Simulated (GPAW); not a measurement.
Two runs for the Si K edge of atom 1 in SiO2 (I-42d). Run A: GPAW, LDA, full core hole (charged cell), 12-atom cell with 5.0 Å between holes, 5×5×4 k points, dipole transitions, Gaussian full width 0.9 eV up to 4 eV, rising linearly to 3.5 eV at 25 eV. Run B differs in one choice.

Energy from the lowest empty level; intensity scaled to a mean of 1 over the first 20 eV:

```csv
E (eV),A,B
-2.0,0.00,0.00
-1.0,0.00,0.00
0.0,0.01,0.01
1.0,0.16,0.13
2.0,4.35,3.81
3.0,3.33,4.04
4.0,0.37,0.34
5.0,0.61,0.56
6.0,0.77,0.73
7.0,0.69,0.70
8.0,0.72,0.70
9.0,0.77,0.74
10.0,0.63,0.63
11.0,0.51,0.52
12.0,0.51,0.51
13.0,0.58,0.59
14.0,0.70,0.71
15.0,0.81,0.82
16.0,0.86,0.88
17.0,0.92,0.94
18.0,1.02,1.01
19.0,1.07,1.03
20.0,1.02,0.96
21.0,0.93,0.87
22.0,0.82,0.74
23.0,0.67,0.59
24.0,0.51,0.45
25.0,0.40,0.36
26.0,0.34,0.32
27.0,0.33,0.32
28.0,0.33,0.32
29.0,0.33,0.33
30.0,0.33,0.33
31.0,0.33,0.33
```

Question: What was changed?
a) the volume of the cell
b) the k mesh of the field
c) the broadening
d) the size of the supercell

(a): run B changes the volume scale from 1 to 1.03. The scaled spectrum changes by 10 % r.m.s. The highest intensity below 16 eV goes from 2.4 eV (6.41) to 2.5 eV (6.47). Other settings could leave a like mark; this is the one that was changed.

[Banner, clock and machine lines of the logs are left out without a mark of their own.]

[Logs are printed without paths, hosts, clocks, repeated set-up lines and the standing remarks that a program may print on its own settings, such as how far it seeks lower states.]

[Hosts, paths, dates, database ids (printed as entryN), source tags and the programs' standing remarks are cut or masked in the printed files.]

[Lists of maxima count a maximum above −3 eV only where it reaches 4 % of the highest in the window and stands out from its surroundings by 2 % of it (1.5 % where it reaches 55 %); shoulders and weaker maxima are passed over, and of the rest the first, up to two pre-edge ones and the few strongest are named.]
